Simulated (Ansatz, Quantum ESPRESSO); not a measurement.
# Mode couplings of YSn3 (Pm-3m) in a second program, part 2 of 2

Each step names its level of theory.

So far. Step 2 (Relaxation): The largest force is now zero by symmetry and the largest stress component 0.0090 GPa. Step 3 (Ground state with pw.x): With these potentials, mesh and smearing the cell is at -2.0 GPa, so it is not at its own rest, or the cutoff leaves a Pulay stress. The relaxed cell has a = 4.649 Å (conventional setting).

## Step 4: Phonons and couplings with ph.x: Fermi–Dirac smearing of 0.1 eV

Level of this step: DFT PBEsol, scalar-relativistic, plane waves, GBRV ultrasoft pseudopotentials (Quantum ESPRESSO).

ph.x gives each mode's frequency and linewidth; λ of a mode follows from Gaussian double-delta sums over the k mesh, here at four widths.

ph.in

```
phonons and couplings
 &inputph
    prefix='x',
    outdir='./tmp',
    tr2_ph=1.0d-15,
    fildyn='x.dyn',
    fildvscf='dvscf',
    ldisp=.true.,
    nq1=2,
    nq2=2,
    nq3=2,
    electron_phonon='simple',
    el_ph_ngauss=0,
    el_ph_sigma=0.00734986,
    el_ph_nsigma=4,
    alpha_mix(1)=0.5,
    amass(1)=88.9058,
    amass(2)=118.71,
 /
```

Started as:

```sh
$ OMP_NUM_THREADS=1 mpirun -n 8 ph.x -nk 8 -in ph.in > ph.x.log
```

What it wrote:

```text
[banner, memory and clock lines left out]
Program PHONON v.7.5

     ./tmp/x.save/

     IMPORTANT: XC functional enforced from input :
     Exchange-correlation= PBESOL
                           (   1   4  10   8   0   0   0)
     Any further DFT definition will be discarded
     Please, verify this is what you really want

     G-vector sticks info

     Reading collected, re-writing distributed wavefunctions in ./tmp/

     Dynamical matrices for ( 2, 2, 2)  uniform grid of q-points
     (   4 q-points):
       N         xq(1)         xq(2)         xq(3)
       1   0.000000000   0.000000000   0.000000000
       2   0.000000000   0.000000000  -0.500000000
       3   0.000000000  -0.500000000  -0.500000000
       4  -0.500000000  -0.500000000  -0.500000000

     Number and degeneracy of irreps per q-point
       N         xq(1)         xq(2)         xq(3)   N irreps
       1   0.000000000   0.000000000   0.000000000       4
        3   3   3   3
       2   0.000000000   0.000000000  -0.500000000       8
        1   1   2   2   1   1   2   2
       3   0.000000000  -0.500000000  -0.500000000       9
        1   1   1   1   2   1   1   2   2
       4  -0.500000000  -0.500000000  -0.500000000       5
        1   2   3   3   3

     Saving dvscf to file. Distribute only q points, not irreducible representations.

     Calculation of q =    0.0000000   0.0000000   0.0000000

     phonons and couplings

     bravais-lattice index     =            1
     lattice parameter (alat)  =       8.7862  a.u.
     unit-cell volume          =     678.2694 (a.u.)^3
     number of atoms/cell      =            4
     number of atomic types    =            2
     kinetic-energy cut-off    =      45.0000  Ry
     charge density cut-off    =     360.0000  Ry
     convergence threshold     =      1.0E-15
     beta                      =       0.5000
     number of iterations used =            4
     Exchange-correlation= PBESOL
                           (   1   4  10   8   0   0   0)

     celldm(1)=    8.78619  celldm(2)=    0.00000  celldm(3)=    0.00000
     celldm(4)=    0.00000  celldm(5)=    0.00000  celldm(6)=    0.00000

     crystal axes: (cart. coord. in units of alat)
               a(1) = (  1.0000  0.0000  0.0000 )
               a(2) = (  0.0000  1.0000  0.0000 )
               a(3) = (  0.0000  0.0000  1.0000 )

     reciprocal axes: (cart. coord. in units 2 pi/alat)
               b(1) = (  1.0000  0.0000  0.0000 )
               b(2) = (  0.0000  1.0000  0.0000 )
               b(3) = (  0.0000  0.0000  1.0000 )

     Atoms inside the unit cell:

     Cartesian axes

     site n.  atom      mass           positions (alat units)
        1  Y      88.9058   tau(    1) = (    0.00000    0.00000    0.00000  )
        2  Sn    118.7100   tau(    2) = (    0.00000    0.50000    0.50000  )
        3  Sn    118.7100   tau(    3) = (    0.50000    0.00000    0.50000  )
        4  Sn    118.7100   tau(    4) = (    0.50000    0.50000    0.00000  )

     Computing dynamical matrix for
                    q = (   0.0000000   0.0000000   0.0000000 )

     49 Sym.Ops. (with q -> -q+G )

     G cutoff =  703.9539  (  78205 G-vectors)     FFT grid: ( 54, 54, 54)
     G cutoff =  351.9770  (  27609 G-vectors)  smooth grid: ( 40, 40, 40)

     number of k points=    10  Fermi-Dirac smearing, width (Ry)=  0.0073

     PseudoPot. # 1 for Y  read from file:
     ./pseudo/Y.upf
     Pseudo is Ultrasoft + core correction, Zval = 11.0
     Using radial grid of  885 points,  6 beta functions with:
                l(1) =   0
                l(2) =   0
                l(3) =   1
                l(4) =   1
                l(5) =   2
                l(6) =   2
     Q(r) pseudized with  8 coefficients,  rinner =    1.200   1.200   1.200
                                                       1.200   1.200

     PseudoPot. # 2 for Sn read from file:
     ./pseudo/Sn.upf
     Pseudo is Ultrasoft + core correction, Zval = 14.0
     Using radial grid of  891 points,  6 beta functions with:
                l(1) =   0
                l(2) =   0
                l(3) =   1
                l(4) =   1
                l(5) =   2
                l(6) =   2
     Q(r) pseudized with  8 coefficients,  rinner =    1.350   1.350   1.350
                                                       1.350   1.350

     Mode symmetry, O_h (m-3m)  point group:

     Atomic displacements:
     There are    4 irreducible representations

     Representation     1      3 modes -  To be done

     Representation     2      3 modes -  To be done

     Representation     3      3 modes -  To be done

     Representation     4      3 modes -  To be done

     Alpha used in Ewald sum =   2.8000

     Representation #   1 modes #   1   2   3

     Self-consistent Calculation

     Pert. #  1: Fermi energy shift (Ry) =     5.5145E-25     9.4040E-38
     Pert. #  2: Fermi energy shift (Ry) =    -2.4815E-24     6.2693E-38
     Pert. #  3: Fermi energy shift (Ry) =    -5.8592E-25    -1.9592E-39

      thresh= 1.000E-02 alpha_mix =  0.500 |ddv_scf|^2 =  2.150E-06

     Pert. #  1: Fermi energy shift (Ry) =     0.0000E+00    -1.8367E-40
     Pert. #  2: Fermi energy shift (Ry) =    -1.5510E-25     3.6734E-40
     Pert. #  3: Fermi energy shift (Ry) =    -3.8774E-26     3.0612E-41

      thresh= 1.466E-04 alpha_mix =  0.500 |ddv_scf|^2 =  3.384E-07

     Pert. #  1: Fermi energy shift (Ry) =     3.4466E-26    -6.1224E-41
     Pert. #  2: Fermi energy shift (Ry) =     1.3786E-25     6.1224E-41
     Pert. #  3: Fermi energy shift (Ry) =    -6.4623E-26    -4.5918E-41

      thresh= 5.817E-05 alpha_mix =  0.500 |ddv_scf|^2 =  1.422E-09

     Pert. #  1: Fermi energy shift (Ry) =    -1.7233E-26     3.8265E-42
     Pert. #  2: Fermi energy shift (Ry) =     8.6165E-27    -1.9132E-41
     Pert. #  3: Fermi energy shift (Ry) =    -2.0464E-26    -5.7397E-42

      thresh= 3.772E-06 alpha_mix =  0.500 |ddv_scf|^2 =  7.013E-11

     Pert. #  1: Fermi energy shift (Ry) =     5.3853E-27    -1.1479E-41
     Pert. #  2: Fermi energy shift (Ry) =    -1.0501E-26    -5.7397E-42
     Pert. #  3: Fermi energy shift (Ry) =     8.6838E-27     9.5662E-42

      thresh= 8.374E-07 alpha_mix =  0.500 |ddv_scf|^2 =  1.169E-12

     Pert. #  1: Fermi energy shift (Ry) =    -3.0158E-26     2.3915E-43
[...]
thresh= 1.081E-07 alpha_mix =  0.500 |ddv_scf|^2 =  1.323E-13

[...]
thresh= 3.637E-08 alpha_mix =  0.500 |ddv_scf|^2 =  1.326E-15

[...]
thresh= 3.641E-09 alpha_mix =  0.500 |ddv_scf|^2 =  1.610E-16

     End of self-consistent calculation

     Convergence has been achieved

[...]
22.7612  23.1883

          k =-0.2500-1.0000-1.0000 (  3459 PWs)   bands (ev):

[...]
22.8947  22.9572

          k =-0.5000-0.5000-0.5000 (  3448 PWs)   bands (ev):

[...]
-8.8685  -8.8685  -8.8685   5.0941   5.0941   5.0941   7.2331   8.6602
     8.6602   8.6602  13.1472  14.8442  14.8442  15.7020  15.7020  15.7020
    18.4122  18.4122  18.4122  18.6082  18.6082  22.0518  22.0518  22.0518
    22.3064  23.1885

          k =-1.0000-1.0000-1.0000 (  3407 PWs)   bands (ev):

   -30.6702 -10.7135 -10.7135 -10.7135  -9.1630  -9.1630  -9.1630  -9.1600
    -9.0275  -9.0275  -8.9773  -8.9773  -8.9773  -8.9731  -8.9731  -8.8666
    -8.8666  -8.8666  -8.8530   1.3645   7.1330   7.1330   9.2579   9.2579
     9.2579  13.7111  13.7111  13.7111  13.7352  14.3167  14.3167  14.3167
    14.4150  14.4150  17.1907  17.1907  17.1907  21.1961  21.1961  21.1961
    22.2917  22.3275

     the Fermi energy is    12.4586 ev

     Writing config to output data dir ./tmp/_ph0/x.q_4/x.save/ :
     XML data file

     phonons and couplings

     bravais-lattice index     =            1
     lattice parameter (alat)  =       8.7862  a.u.
     unit-cell volume          =     678.2694 (a.u.)^3
     number of atoms/cell      =            4
     number of atomic types    =            2
     kinetic-energy cut-off    =      45.0000  Ry
     charge density cut-off    =     360.0000  Ry
     convergence threshold     =      1.0E-15
     beta                      =       0.5000
     number of iterations used =            4
     Exchange-correlation= PBESOL
                           (   1   4  10   8   0   0   0)

     celldm(1)=    8.78619  celldm(2)=    0.00000  celldm(3)=    0.00000
     celldm(4)=    0.00000  celldm(5)=    0.00000  celldm(6)=    0.00000

     crystal axes: (cart. coord. in units of alat)
               a(1) = (  1.0000  0.0000  0.0000 )
               a(2) = (  0.0000  1.0000  0.0000 )
               a(3) = (  0.0000  0.0000  1.0000 )

     reciprocal axes: (cart. coord. in units 2 pi/alat)
               b(1) = (  1.0000  0.0000  0.0000 )
               b(2) = (  0.0000  1.0000  0.0000 )
               b(3) = (  0.0000  0.0000  1.0000 )

     Atoms inside the unit cell:

     Cartesian axes

     site n.  atom      mass           positions (alat units)
        1  Y      88.9058   tau(    1) = (    0.00000    0.00000    0.00000  )
        2  Sn    118.7100   tau(    2) = (    0.00000    0.50000    0.50000  )
        3  Sn    118.7100   tau(    3) = (    0.50000    0.00000    0.50000  )
        4  Sn    118.7100   tau(    4) = (    0.50000    0.50000    0.00000  )

     Computing dynamical matrix for
                    q = (  -0.5000000  -0.5000000  -0.5000000 )

     49 Sym.Ops. (with q -> -q+G )

     G cutoff =  703.9539  (  78205 G-vectors)     FFT grid: ( 54, 54, 54)
     G cutoff =  351.9770  (  27609 G-vectors)  smooth grid: ( 40, 40, 40)

     number of k points=    20  Fermi-Dirac smearing, width (Ry)=  0.0073

     PseudoPot. # 1 for Y  read from file:
     ./pseudo/Y.upf
     Pseudo is Ultrasoft + core correction, Zval = 11.0
     Using radial grid of  885 points,  6 beta functions with:
[...]
l(5) =   2
                l(6) =   2
     Q(r) pseudized with  8 coefficients,  rinner =    1.200   1.200   1.200
                                                       1.200   1.200

     PseudoPot. # 2 for Sn read from file:
     ./pseudo/Sn.upf
     Pseudo is Ultrasoft + core correction, Zval = 14.0
     Using radial grid of  891 points,  6 beta functions with:
                l(1) =   0
                l(2) =   0
                l(3) =   1
                l(4) =   1
                l(5) =   2
                l(6) =   2
     Q(r) pseudized with  8 coefficients,  rinner =    1.350   1.350   1.350
                                                       1.350   1.350

     Mode symmetry, O_h (m-3m)  point group:

     Atomic displacements:
     There are    5 irreducible representations

     Representation     1      1 modes -  To be done

     Representation     2      2 modes -  To be done

     Representation     3      3 modes -  To be done

     Representation     4      3 modes -  To be done

     Representation     5      3 modes -  To be done

     Alpha used in Ewald sum =   2.8000

     Representation #   1 mode #   1

     Self-consistent Calculation

[...]
End of self-consistent calculation

     Convergence has been achieved

     Representation #   2 modes #   2   3

     Self-consistent Calculation

[...]
End of self-consistent calculation

     Convergence has been achieved

     Representation #   3 modes #   4   5   6

     Self-consistent Calculation

[...]
End of self-consistent calculation

     Convergence has been achieved

     Representation #   4 modes #   7   8   9

     Self-consistent Calculation

[...]
thresh= 1.927E-08 alpha_mix =  0.500 |ddv_scf|^2 =  1.050E-15

      thresh= 3.240E-09 alpha_mix =  0.500 |ddv_scf|^2 =  1.764E-16

     End of self-consistent calculation

     Convergence has been achieved

     Representation #   5 modes #  10  11  12

     Self-consistent Calculation

      thresh= 1.000E-02 alpha_mix =  0.500 |ddv_scf|^2 =  3.148E-07

      thresh= 5.611E-05 alpha_mix =  0.500 |ddv_scf|^2 =  7.708E-09

      thresh= 8.779E-06 alpha_mix =  0.500 |ddv_scf|^2 =  9.353E-11

      thresh= 9.671E-07 alpha_mix =  0.500 |ddv_scf|^2 =  5.499E-13

      thresh= 7.415E-08 alpha_mix =  0.500 |ddv_scf|^2 =  5.837E-14

      thresh= 2.416E-08 alpha_mix =  0.500 |ddv_scf|^2 =  1.693E-16

     End of self-consistent calculation

     Convergence has been achieved

     Number of q in the star =    1
     List of q in the star:
          1  -0.500000000  -0.500000000  -0.500000000

     Diagonalizing the dynamical matrix

     q = (   -0.500000000  -0.500000000  -0.500000000 )

 **************************************************************************
[...]
freq (    5) =       1.553561 [THz] =      51.821225 [cm-1]
     freq (    6) =       2.340198 [THz] =      78.060588 [cm-1]
     freq (    7) =       2.340198 [THz] =      78.060588 [cm-1]
     freq (    8) =       2.340198 [THz] =      78.060588 [cm-1]
     freq (    9) =       3.561460 [THz] =     118.797531 [cm-1]
     freq (   10) =       4.584491 [THz] =     152.922165 [cm-1]
     freq (   11) =       4.584491 [THz] =     152.922165 [cm-1]
     freq (   12) =       4.584491 [THz] =     152.922165 [cm-1]
 **************************************************************************

     Mode symmetry, O_h (m-3m)  point group:

     freq (   1-   3) =        -23.4  [cm-1]   --> T_1u G_15  G_4-
     freq (   4-   5) =         51.8  [cm-1]   --> E_u  G_12' G_3-
     freq (   6-   8) =         78.1  [cm-1]   --> T_2u G_25  G_5-
     freq (   9-   9) =        118.8  [cm-1]   --> A_2u G_2'  G_2-
     freq (  10-  12) =        152.9  [cm-1]   --> T_1u G_15  G_4-

     Gaussian Broadening:   0.007 Ry, ngauss=   0
     DOS = 25.303923 states/spin/Ry/Unit Cell at Ef= 12.459856 eV
     double delta at Ef = 58.431047
[...]
Gaussian Broadening:   0.015 Ry, ngauss=   0
     DOS = 18.354292 states/spin/Ry/Unit Cell at Ef= 12.462646 eV
     double delta at Ef =219.844636
[...]
Gaussian Broadening:   0.022 Ry, ngauss=   0
     DOS = 15.389303 states/spin/Ry/Unit Cell at Ef= 12.454173 eV
     double delta at Ef =310.658878
[...]
Gaussian Broadening:   0.029 Ry, ngauss=   0
     DOS = 14.173988 states/spin/Ry/Unit Cell at Ef= 12.442330 eV
     double delta at Ef =338.288819
[...]
lambda(    5)=  0.0996   gamma=    3.25 GHz
     lambda(    6)=  0.0050   gamma=    0.37 GHz
     lambda(    7)=  0.0050   gamma=    0.37 GHz
     lambda(    8)=  0.0050   gamma=    0.37 GHz
     lambda(    9)=  0.0380   gamma=    6.53 GHz
     lambda(   10)=  0.0042   gamma=    1.20 GHz
     lambda(   11)=  0.0042   gamma=    1.20 GHz
     lambda(   12)=  0.0042   gamma=    1.20 GHz
```

Elapsed: 20 min, on 8 MPI ranks of Arm Neoverse V1, shared host; 2.7 h of CPU time.

Numbers from this step:

```
highest frequency, solved or plainly interpolated : 152.9 cm⁻¹
```

As ph.x prints them, no sum rule imposed; at the zone centre the sum is no linewidth. Double-delta sums, the first 40 of 48 rows:

```csv
q1,q2,q3,star,mode,omega (meV),"lambda_q, sigma 0.1 eV","lambda_q, sigma 0.2 eV","lambda_q, sigma 0.3 eV","lambda_q, sigma 0.4 eV",half width at sigma 0.2 (meV)
0,0,0,1,1,-1.115,0,0,0,0,4.14e-5
0,0,0,1,2,-1.115,0,0,0,0,4.14e-5
0,0,0,1,3,-1.115,0,0,0,0,4.14e-5
0,0,0,1,4,8.819,0,0.0036,0.0203,0.0386,0.001199
0,0,0,1,5,8.819,0,0.0036,0.0203,0.0386,0.001199
0,0,0,1,6,8.819,0,0.0036,0.0203,0.0386,0.001199
0,0,0,1,7,11.8,0,0.0119,0.0296,0.0344,0.007031
0,0,0,1,8,11.8,0,0.0119,0.0296,0.0344,0.007031
0,0,0,1,9,11.8,0,0.0119,0.0296,0.0344,0.007031
0,0,0,1,10,18.71,0,1.00e-4,0.003,0.0098,1.24e-4
0,0,0,1,11,18.71,0,1.00e-4,0.003,0.0098,1.24e-4
0,0,0,1,12,18.71,0,1.00e-4,0.003,0.0098,1.24e-4
0,0,-0.5,3,1,6.975,0,0.0109,0.0347,0.0593,0.002275
0,0,-0.5,3,2,6.975,0,0.0109,0.0347,0.0593,0.002275
0,0,-0.5,3,3,7.104,0,0.0056,0.0178,0.0351,0.001199
0,0,-0.5,3,4,7.104,0,0.0056,0.0178,0.0351,0.001199
0,0,-0.5,3,5,8.247,2.706,1.381,0.8278,0.5616,0.3981
0,0,-0.5,3,6,11.62,0.2303,0.1726,0.1519,0.127,0.09872
0,0,-0.5,3,7,12.15,0.3987,0.2141,0.1436,0.1115,0.1339
0,0,-0.5,3,8,12.87,0,0.0045,0.0372,0.0712,0.003143
0,0,-0.5,3,9,12.87,0,0.0045,0.0372,0.0712,0.003143
0,0,-0.5,3,10,14.6,9.00e-4,0.0089,0.0206,0.0239,0.008023
0,0,-0.5,3,11,15.91,0,2.00e-4,0.0024,0.0114,2.48e-4
0,0,-0.5,3,12,15.91,0,2.00e-4,0.0024,0.0114,2.48e-4
0,-0.5,-0.5,3,1,2.767,4.557,3.309,2.75,2.289,0.1074
0,-0.5,-0.5,3,2,2.767,4.557,3.309,2.75,2.289,0.1074
0,-0.5,-0.5,3,3,5.129,0,0.001,0.0162,0.0437,1.24e-4
0,-0.5,-0.5,3,4,9.772,0,0.0045,0.0109,0.0135,0.00182
0,-0.5,-0.5,3,5,10.01,0,0.0018,0.0107,0.0245,7.86e-4
0,-0.5,-0.5,3,6,10.45,0,0,5.00e-4,0.0047,0
0,-0.5,-0.5,3,7,12.36,0,0,0.0031,0.016,4.14e-5
0,-0.5,-0.5,3,8,12.36,0,0,0.0031,0.016,4.14e-5
0,-0.5,-0.5,3,9,14.19,0.0428,0.1133,0.1394,0.1304,0.09669
0,-0.5,-0.5,3,10,14.29,0.1191,0.0925,0.0915,0.0966,0.08011
0,-0.5,-0.5,3,11,16.7,0.0035,0.0133,0.0283,0.0317,0.01567
0,-0.5,-0.5,3,12,16.7,0.0035,0.0133,0.0283,0.0317,0.01567
-0.5,-0.5,-0.5,1,1,-2.901,-3.00e-4,-0.7108,-1.733,-1.909,0.02535
-0.5,-0.5,-0.5,1,2,-2.901,-3.00e-4,-0.7108,-1.733,-1.909,0.02535
-0.5,-0.5,-0.5,1,3,-2.901,-3.00e-4,-0.7108,-1.733,-1.909,0.02535
-0.5,-0.5,-0.5,1,4,6.425,0.047,0.1483,0.1322,0.0996,0.02597
```

## Step 5: What came out

```
phonon run of the rows without a label of their own : PBEsol, q 2×2×2, k 4×4×4
```

What this shows: In the run with Fermi–Dirac smearing of 0.1 eV: a mode at q = (-0.5, -0.5, -0.5) is imaginary, 23.4i cm⁻¹, so the lattice is unstable on these meshes and at this level, and no λ is read from its Gaussian sums. Under gradient-corrected functionals ph.x can misplace modes where the density is low; no frozen-phonon run checks these frequencies.

[Logs are printed without paths, hosts, clocks, repeated set-up lines and the standing remarks that a program may print on its own settings, such as how far it seeks lower states.]

[Hosts, paths, dates, database ids (printed as entryN), source tags and the programs' standing remarks are cut or masked in the printed files.]
